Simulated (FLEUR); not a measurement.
**Collinear magnetic orders of MnS with FLEUR**

Wanted: the moments of MnS and the energy of each order that was tried.

Program: FLEUR MaX-R8.1. Level of theory: LDA (VWN) with U = 4 eV on Mn d; all-electron FLAPW, Dirac cores, scalar-relativistic bands. Results are calculated unless marked as measured.

Report form: the programs' logs are mostly left out.

The database entry behind the starting cell differs from later determinations by our own check (an axis about 0.2 % short against later determinations), so it need not match the best structure at ambient conditions.

## (1) The structure

The structure is cubic, space group Fm-3m (No. 225). Conventional cell: a = 5.209 Å, b = 5.209 Å, c = 5.209 Å, α = 90.00°, β = 90.00°, γ = 90.00°. Mn has 6 S at 2.60 Å nearest. S has 6 Mn at 2.60 Å nearest. Farther neighbours and most contacts between anions are not listed.

Coordinates:

```cif
data_structure
_symmetry_space_group_name_H-M 'P 1'
_symmetry_Int_Tables_number 1
_cell_length_a 3.6833
_cell_length_b 3.6833
_cell_length_c 3.6833
_cell_angle_alpha 60.000
_cell_angle_beta 60.000
_cell_angle_gamma 60.000
_cell_volume 35.33
loop_
_atom_site_label
_atom_site_type_symbol
_atom_site_fract_x
_atom_site_fract_y
_atom_site_fract_z
_atom_site_occupancy
Mn1 Mn 0.00000 0.00000 0.00000 1
S2 S 0.50000 0.50000 0.50000 1
```

## (2) Run 1 (ferro +)

The parallel start comes first: it shows whether parallel moments hold. A Hubbard U acts on the open shell, since semilocal functionals spread its electrons too much.

inpgen writes inp.xml from crystal.txt; cutoffs, mixing, functional, smearing and local orbitals are then set in the file. The k list default-1 (kpts.xml, not shown) is a Γ-centred 8×8×8 mesh; where the ranks do not divide the number of points, some are split in two of half the weight.

File inp.xml:

```
<?xml version="1.0" encoding="UTF-8" standalone="no"?>
<fleurInput fleurInputVersion="0.39">
   <comment>
      MnS
   </comment>
   <calculationSetup>
      <cutoffs Kmax="3.97" Gmax="11.9" GmaxXC="11.9" numbands="0"/>
      <scfLoop itmax="130" minDistance="0.0001" maxIterBroyd="15" imix="Anderson" alpha="0.05" precondParam="0.0" spinf="2.0" sdNocoIR="T"/>
      <coreElectrons ctail="T" frcor="F" kcrel="0" coretail_lmax="0"/>
      <xcFunctional name="vwn" relativisticCorrections="F"/>
      <magnetism jspins="2"/>
      <soc l_soc="F" theta="0.0" phi="0.0" spav="F"/>
      <expertModes spex="0" secvar="F"/>
      <geometryOptimization l_f="F" forcealpha="1.0" forcemix="BFGS" epsdisp="0.00001" epsforce="0.00001"/>
      <ldaU l_linMix="F" mixParam="0.05" spinf="1.0"/>
   </calculationSetup>
   <cell>
      <bzIntegration valenceElectrons="21.0" mode="hist" fermiSmearingEnergy="0.00183747">
         <kPointListSelection listName="default-1"/>
         <xi:include xmlns:xi="http://www.w3.org/2001/XInclude" href="kpts.xml"> </xi:include>
      </bzIntegration>
      <xi:include xmlns:xi="http://www.w3.org/2001/XInclude" href="sym.xml"> </xi:include>
      <bulkLattice scale="1.0">
         <bravaisMatrix>
            <row-1>    0.0000000000000000     4.9217916915206992     4.9217916915206992</row-1>
            <row-2>    4.9217916915206992     0.0000000000000000     4.9217916915206992</row-2>
            <row-3>    4.9217916915206992     4.9217916915206992     0.0000000000000000</row-3>
         </bravaisMatrix>
      </bulkLattice>
   </cell>
   <atomSpecies>
      <species name="Manganese 4.500" element="Mn" atomicNumber="25">
         <mtSphere radius="2.8" gridPoints="925" logIncrement="0.013"/>
         <atomicCutoffs lmax="10" lnonsphr="8"/>
         <electronConfig flipSpins="F">
            <coreConfig>(1s1/2) (2s1/2) (2p1/2) (2p3/2)</coreConfig>
            <valenceConfig>(3s1/2) (3p1/2) (3p3/2) (4s1/2) (3d3/2) (3d5/2)</valenceConfig>
            <stateOccupation state="(3d3/2)" spinUp="1.75" spinDown="0.25"/>
            <stateOccupation state="(3d5/2)" spinUp="3.0" spinDown="0.0"/>
         </electronConfig>
         <energyParameters s="4" p="4" d="3" f="4"/>
         <ldaU l="2" U="4.0" J="0.0" l_amf="F"/>
         <lo type="SCLO" l="0" n="3" eDeriv="0"/>
         <lo type="SCLO" l="1" n="3" eDeriv="0"/>
      </species>
      <species name="Sulfur (S)" element="S" atomicNumber="16">
         <mtSphere radius="1.89" gridPoints="625" logIncrement="0.018"/>
         <atomicCutoffs lmax="8" lnonsphr="6"/>
         <electronConfig flipSpins="F">
            <coreConfig>(1s1/2) (2s1/2) (2p1/2) (2p3/2)</coreConfig>
            <valenceConfig>(3s1/2) (3p1/2) (3p3/2)</valenceConfig>
            <stateOccupation state="(3p1/2)" spinUp="0.666667" spinDown="0.666667"/>
            <stateOccupation state="(3p3/2)" spinUp="1.333333" spinDown="1.333333"/>
         </electronConfig>
         <energyParameters s="3" p="3" d="3" f="4"/>
      </species>
   </atomSpecies>
   <atomGroups>
      <atomGroup species="Manganese 4.500">
         <relPos label="                   1">.0000000000 .0000000000 .0000000000</relPos>
         <force calculate="T" relaxXYZ="TTT"/>
      </atomGroup>
      <atomGroup species="Sulfur (S)">
         <relPos label="                   2">1.000/2.000 1.000/2.000 1.000/2.000</relPos>
         <force calculate="T" relaxXYZ="TTT"/>
      </atomGroup>
   </atomGroups>
   <output dos="F" band="F" slice="F">
      <bandDOS minEnergy="-.5*Htr" maxEnergy="0.5*Htr" sigma="0.015" storeEVData="T"/>
      <plotting iplot="0" polar="F">
         <plot TwoD="T" vec1="  1.0  0.0  0.0" vec2="  0.0  1.0  0.0" vec3="  0.0  0.0  1.0" zero="  0.0  0.0  0.0" file="plot"/>
      </plotting>
      <moessbauerParams electricFieldGradient="F" isomerShift="F" coreHyperfine="F" valenceHyperfine="F"/>
   </output>
</fleurInput>
```

File crystal.txt:

```
MnS
&input film=F cartesian=F /
0.00000000000  2.60450000000  2.60450000000
2.60450000000  0.00000000000  2.60450000000
2.60450000000  2.60450000000  0.00000000000
1.8897261246
1.0 1.0 1.0

2
25 0.00000000000  0.00000000000  0.00000000000 : 4.500
16 0.50000000000  0.50000000000  0.50000000000

&kpt div1=8 div2=8 div3=8 gamma=T /
```

Started as:

```
> OMP_NUM_THREADS=1 inpgen -f crystal.txt > inpgen.log  # inp.xml is then edited as shown
> OMP_NUM_THREADS=1 mpirun -n 4 fleur_MPI > fleur.log
```

It took 9.9 s on 4 MPI ranks of Intel Xeon Platinum 8488C (Sapphire Rapids), shared host; peak memory 0.22 GiB.

This step gave:

| Quantity | Value |
| --- | --- |
| free energy | -42301.2090 eV |
| program's band gap on this mesh (in a metal only a level spacing) | 0.5642 eV |
| magnetization | 5.000 μB |
| final state | ferromagnetic |
| largest moment | 4.730 μB |

After 15 cycles the largest moment stands at 4.73 μB.

## (3) Run 2 (antiferro q=(0,1/2,1/2) +-)

An opposed order shows whether neighbours prefer unlike signs.

This order needs a doubled cell of 4 atoms. The mesh is halved along the doubled vector, so that both cells sample the same points. The k list default-1 (kpts.xml, not shown) is a Γ-centred 8×4×8 mesh.

Edit inp.xml of step 2 so:

```diff
@@ -17,3 +17,3 @@
    <cell>
-      <bzIntegration valenceElectrons="21.0" mode="hist" fermiSmearingEnergy="0.00183747">
+      <bzIntegration valenceElectrons="42.0" mode="hist" fermiSmearingEnergy="0.00183747">
          <kPointListSelection listName="default-1"/>
@@ -25,4 +25,4 @@
             <row-1>    0.0000000000000000     4.9217916915206992     4.9217916915206992</row-1>
-            <row-2>    4.9217916915206992     0.0000000000000000     4.9217916915206992</row-2>
-            <row-3>    4.9217916915206992     4.9217916915206992     0.0000000000000000</row-3>
+            <row-2>    9.8435833830413983     0.0000000000000000     9.8435833830413983</row-2>
+            <row-3>    9.8435833830413983     4.9217916915206992     4.9217916915206992</row-3>
          </bravaisMatrix>
@@ -39,2 +39,16 @@
             <stateOccupation state="(3d5/2)" spinUp="3.0" spinDown="0.0"/>
+         </electronConfig>
+         <energyParameters s="4" p="4" d="3" f="4"/>
+         <ldaU l="2" U="4.0" J="0.0" l_amf="F"/>
+         <lo type="SCLO" l="0" n="3" eDeriv="0"/>
+         <lo type="SCLO" l="1" n="3" eDeriv="0"/>
+      </species>
+      <species name="Manganese -4.500" element="Mn" atomicNumber="25">
+         <mtSphere radius="2.8" gridPoints="925" logIncrement="0.013"/>
+         <atomicCutoffs lmax="10" lnonsphr="8"/>
+         <electronConfig flipSpins="F">
+            <coreConfig>(1s1/2) (2s1/2) (2p1/2) (2p3/2)</coreConfig>
+            <valenceConfig>(3s1/2) (3p1/2) (3p3/2) (4s1/2) (3d3/2) (3d5/2)</valenceConfig>
+            <stateOccupation state="(3d3/2)" spinUp="0.25" spinDown="1.75"/>
+            <stateOccupation state="(3d5/2)" spinUp="0.0" spinDown="3.0"/>
          </electronConfig>
@@ -62,4 +76,12 @@
       </atomGroup>
+      <atomGroup species="Manganese -4.500">
+         <relPos label="                   2">.0000000000 1.000/2.000 .0000000000</relPos>
+         <force calculate="T" relaxXYZ="TTT"/>
+      </atomGroup>
       <atomGroup species="Sulfur (S)">
-         <relPos label="                   2">1.000/2.000 1.000/2.000 1.000/2.000</relPos>
+         <relPos label="                   3">1.000/2.000 .0000000000 1.000/2.000</relPos>
+         <force calculate="T" relaxXYZ="TTT"/>
+      </atomGroup>
+      <atomGroup species="Sulfur (S)">
+         <relPos label="                   4">1.000/2.000 1.000/2.000 1.000/2.000</relPos>
          <force calculate="T" relaxXYZ="TTT"/>
```

File crystal.txt:

```
MnS
&input film=F cartesian=F /
0.00000000000  2.60450000000  2.60450000000
5.20900000000  0.00000000000  5.20900000000
5.20900000000  2.60450000000  2.60450000000
1.8897261246
1.0 1.0 1.0

4
25 0.00000000000  0.00000000000  0.00000000000 : 4.500
25 0.00000000000  0.50000000000  0.00000000000 : -4.500
16 0.50000000000  0.00000000000  0.50000000000
16 0.50000000000  0.50000000000  0.50000000000

&kpt div1=8 div2=4 div3=8 gamma=T /
```

Run time: 79 s. Hardware: 4 MPI ranks; peak memory 0.48 GiB.

Spin moment in the muffin-tin sphere by atom:

```csv
atom,spin moment in the muffin-tin sphere (μB)
Mn1,4.69
Mn2,-4.69
S3,-0.03
S4,0.03
```

This step gave:

```yaml
free_energy: -84602.4395 eV
program_s_band_gap_on_this_mesh_in_a_metal_only_a_level_spacing: 0.9600 eV
magnetization: 0 μB
final_state: antiferromagnetic
```

It lies 10.7 meV a seeded atom under the first start, and its largest moment is 4.69 μB against 4.73 μB.

## (4) Start 3: antiferro q=(0,0,1/2) +-

This order needs a doubled cell of 4 atoms. The mesh is halved along the doubled vector, so that both cells sample the same points. The k list default-1 (kpts.xml, not shown) is a Γ-centred 8×8×4 mesh.

Edit inp.xml of step 3 so:

```diff
@@ -25,4 +25,4 @@
             <row-1>    0.0000000000000000     4.9217916915206992     4.9217916915206992</row-1>
-            <row-2>    9.8435833830413983     0.0000000000000000     9.8435833830413983</row-2>
-            <row-3>    9.8435833830413983     4.9217916915206992     4.9217916915206992</row-3>
+            <row-2>    4.9217916915206992     0.0000000000000000     4.9217916915206992</row-2>
+            <row-3>    9.8435833830413983     9.8435833830413983     0.0000000000000000</row-3>
          </bravaisMatrix>
@@ -77,3 +77,3 @@
       <atomGroup species="Manganese -4.500">
-         <relPos label="                   2">.0000000000 1.000/2.000 .0000000000</relPos>
+         <relPos label="                   2">.0000000000 .0000000000 1.000/2.000</relPos>
          <force calculate="T" relaxXYZ="TTT"/>
@@ -81,7 +81,4 @@
       <atomGroup species="Sulfur (S)">
-         <relPos label="                   3">1.000/2.000 .0000000000 1.000/2.000</relPos>
-         <force calculate="T" relaxXYZ="TTT"/>
-      </atomGroup>
-      <atomGroup species="Sulfur (S)">
-         <relPos label="                   4">1.000/2.000 1.000/2.000 1.000/2.000</relPos>
+         <relPos label="                   3">1.000/2.000 1.000/2.000 1.000/4.000</relPos>
+         <relPos label="                   4">1.000/2.000 1.000/2.000 -1.000/4.000</relPos>
          <force calculate="T" relaxXYZ="TTT"/>
```

File crystal.txt:

```
MnS
&input film=F cartesian=F /
0.00000000000  2.60450000000  2.60450000000
2.60450000000  0.00000000000  2.60450000000
5.20900000000  5.20900000000  0.00000000000
1.8897261246
1.0 1.0 1.0

4
25 0.00000000000  0.00000000000  0.00000000000 : 4.500
25 0.00000000000  0.00000000000  0.50000000000 : -4.500
16 0.50000000000  0.50000000000  0.25000000000
16 0.50000000000  0.50000000000  0.75000000000

&kpt div1=8 div2=8 div3=4 gamma=T /
```

Elapsed: 74 s, on 4 MPI ranks; peak memory 0.46 GiB.

Spin moment in the muffin-tin sphere by atom:

```csv
atom,spin moment in the muffin-tin sphere (μB)
Mn1,4.60
Mn2,-4.60
S3,0.00
S4,0.00
```

This step gave:

| Quantity | Value |
| --- | --- |
| free energy | -84602.5184 eV |
| program's band gap on this mesh (in a metal only a level spacing) | 2.072 eV |
| magnetization | 0 μB |
| final state | antiferromagnetic |

It lies 50.2 meV a seeded atom under the first start, and its largest moment is 4.60 μB against 4.73 μB.

## (5) An attempt with other settings

An input with a fault is tried, to see how the program answers.

Edit inp.xml of step 2 so:

```diff
@@ -7,3 +7,3 @@
       <cutoffs Kmax="3.97" Gmax="11.9" GmaxXC="11.9" numbands="0"/>
-      <scfLoop itmax="130" minDistance="0.0001" maxIterBroyd="15" imix="Anderson" alpha="0.05" precondParam="0.0" spinf="2.0" sdNocoIR="T"/>
+      <scfLoop itmax="100" minDistance="0.0001" maxIterBroyd="15" imix="Anderson" alpha="0.05" precondParam="0.0" spinf="2.0" sdNocoIR="T"/>
       <coreElectrons ctail="T" frcor="F" kcrel="0" coretail_lmax="0"/>
@@ -42,4 +42,2 @@
          <ldaU l="2" U="4.0" J="0.0" l_amf="F"/>
-         <lo type="SCLO" l="0" n="3" eDeriv="0"/>
-         <lo type="SCLO" l="1" n="3" eDeriv="0"/>
       </species>
```

crystal.txt is that of step 2.

Run time: 13 s. Hardware: 4 MPI ranks; peak memory 0.25 GiB.

The run converged, but its input is faulty, so its numbers are not to be trusted.

The fault in the input: semicore states without local orbitals.

Side by side:

```csv
quantity,this run,first run,difference
largest moment (μB),0,4.7300,-4.73
magnetization (μB),0,4.9999,-5.00
free energy (eV),-41788.56,-42301.21,513
```

One result that differs is the largest moment, 0 μB against 4.73 μB.

Semicore states counted as valence have no basis functions without local orbitals, so their electrons fill higher states.

## (6) Ranking

Free energies are divided by the number of seeded atoms, so that cells of unlike size compare. Wavevectors q in the names are fractions of the primitive cell's reciprocal vectors.

Orders:

```csv
start,final state,typed order kept,energy over the lowest (meV a seeded atom),largest sphere moment (μB),net moment (μB a primitive cell),mesh matched,CPU time (s)
ferro +,ferromagnetic,yes,50.18,4.73,5,yes,38.09
"antiferro q=(0,1/2,1/2) +-",antiferromagnetic,yes,39.46,4.69,0,yes,316
"antiferro q=(0,0,1/2) +-",antiferromagnetic,yes,0,4.599,0,yes,295.9
```

## (7) Spin–orbit coupling, moments along [001]

Spin–orbit coupling ties the spins to the lattice and lets orbital moments form.

A new self-consistent run of the start antiferro q=(0,0,1/2) +-, with the moments along z.

Edit inp.xml of step 2 so:

```diff
@@ -6,3 +6,3 @@
    <calculationSetup>
-      <cutoffs Kmax="3.97" Gmax="11.9" GmaxXC="11.9" numbands="0"/>
+      <cutoffs Kmax="3.97" Gmax="11.9" GmaxXC="11.9" numbands="122"/>
       <scfLoop itmax="130" minDistance="0.0001" maxIterBroyd="15" imix="Anderson" alpha="0.05" precondParam="0.0" spinf="2.0" sdNocoIR="T"/>
@@ -11,3 +11,3 @@
       <magnetism jspins="2"/>
-      <soc l_soc="F" theta="0.0" phi="0.0" spav="F"/>
+      <soc l_soc="T" theta="0.0" phi="0.0" spav="F"/>
       <expertModes spex="0" secvar="F"/>
@@ -17,3 +17,3 @@
    <cell>
-      <bzIntegration valenceElectrons="21.0" mode="hist" fermiSmearingEnergy="0.00183747">
+      <bzIntegration valenceElectrons="42.0" mode="hist" fermiSmearingEnergy="0.00183747">
          <kPointListSelection listName="default-1"/>
@@ -26,3 +26,3 @@
             <row-2>    4.9217916915206992     0.0000000000000000     4.9217916915206992</row-2>
-            <row-3>    4.9217916915206992     4.9217916915206992     0.0000000000000000</row-3>
+            <row-3>    9.8435833830413983     9.8435833830413983     0.0000000000000000</row-3>
          </bravaisMatrix>
@@ -39,2 +39,16 @@
             <stateOccupation state="(3d5/2)" spinUp="3.0" spinDown="0.0"/>
+         </electronConfig>
+         <energyParameters s="4" p="4" d="3" f="4"/>
+         <ldaU l="2" U="4.0" J="0.0" l_amf="F"/>
+         <lo type="SCLO" l="0" n="3" eDeriv="0"/>
+         <lo type="SCLO" l="1" n="3" eDeriv="0"/>
+      </species>
+      <species name="Manganese -4.500" element="Mn" atomicNumber="25">
+         <mtSphere radius="2.8" gridPoints="925" logIncrement="0.013"/>
+         <atomicCutoffs lmax="10" lnonsphr="8"/>
+         <electronConfig flipSpins="F">
+            <coreConfig>(1s1/2) (2s1/2) (2p1/2) (2p3/2)</coreConfig>
+            <valenceConfig>(3s1/2) (3p1/2) (3p3/2) (4s1/2) (3d3/2) (3d5/2)</valenceConfig>
+            <stateOccupation state="(3d3/2)" spinUp="0.25" spinDown="1.75"/>
+            <stateOccupation state="(3d5/2)" spinUp="0.0" spinDown="3.0"/>
          </electronConfig>
@@ -62,4 +76,9 @@
       </atomGroup>
+      <atomGroup species="Manganese -4.500">
+         <relPos label="                   2">.0000000000 .0000000000 1.000/2.000</relPos>
+         <force calculate="T" relaxXYZ="TTT"/>
+      </atomGroup>
       <atomGroup species="Sulfur (S)">
-         <relPos label="                   2">1.000/2.000 1.000/2.000 1.000/2.000</relPos>
+         <relPos label="                   3">1.000/2.000 1.000/2.000 1.000/4.000</relPos>
+         <relPos label="                   4">1.000/2.000 1.000/2.000 -1.000/4.000</relPos>
          <force calculate="T" relaxXYZ="TTT"/>
```

File crystal.txt:

```
MnS
&input film=F cartesian=F /
0.00000000000  2.60450000000  2.60450000000
2.60450000000  0.00000000000  2.60450000000
5.20900000000  5.20900000000  0.00000000000
1.8897261246
1.0 1.0 1.0

4
25 0.00000000000  0.00000000000  0.00000000000 : 4.500
25 0.00000000000  0.00000000000  0.50000000000 : -4.500
16 0.50000000000  0.50000000000  0.25000000000
16 0.50000000000  0.50000000000  0.75000000000

&soc 0.0000000 0.0000000 /
&kpt div1=8 div2=8 div3=4 gamma=T /
```

Wall time 6.1 min (4 MPI ranks); peak memory 1.1 GiB; 24 min of CPU time.

Spin moment in the muffin-tin sphere by atom:

```csv
atom,spin moment in the muffin-tin sphere (μB)
Mn1,4.60
Mn2,-4.60
S3,0.00
S4,0.00
```

Read from the output:

```
free energy                                                       : -84602.5372 eV
program's band gap on this mesh (in a metal only a level spacing) : 2.058 eV
magnetization                                                     : 0 μB
final state                                                       : antiferromagnetic
orbital moment along the spin                                     : 0 μB
```

Orbital moment in the sphere, along the spin axis by atom:

```csv
atom,"orbital moment in the sphere, along the spin axis (μB)"
Mn1,0.0028
Mn2,-0.0028
S3,0.0000
S4,0.0000
```

## (8) What came out

```json
{"lowest state found": "antiferromagnetic (typed antiferro q=(0,0,1/2) +-)", "largest site spin moment": "4.60 μB", "next finished state": "antiferromagnetic, 39.5 meV a seeded atom higher", "orbital moment on the atom of largest spin, along its spin (spin–orbit run)": "0.00279 μB"}
```

The lowest state found is antiferromagnetic, reached from the start antiferro q=(0,0,1/2) +-, with moments up to 4.60 μB. The next finished state costs 39 meV a seeded atom. The shell is near half filling, where Hund's rules give no orbital moment. This is the lowest of 3 finished starts, no proof of the ground state.

[Logs and program files are shortened in this print: banners, set-up blocks, solver, clock and traceback lines can be left out without a mark of their own.]

[Logs are printed without paths, hosts, clocks, repeated set-up lines and the standing remarks that a program may print on its own settings, such as how far it seeks lower states.]

[Hosts, paths, dates, database ids (printed as entryN), source tags and the programs' standing remarks are cut or masked in the printed files.]

[Where a cell is said to come from a database of computed structures, the database is the Materials Project.]
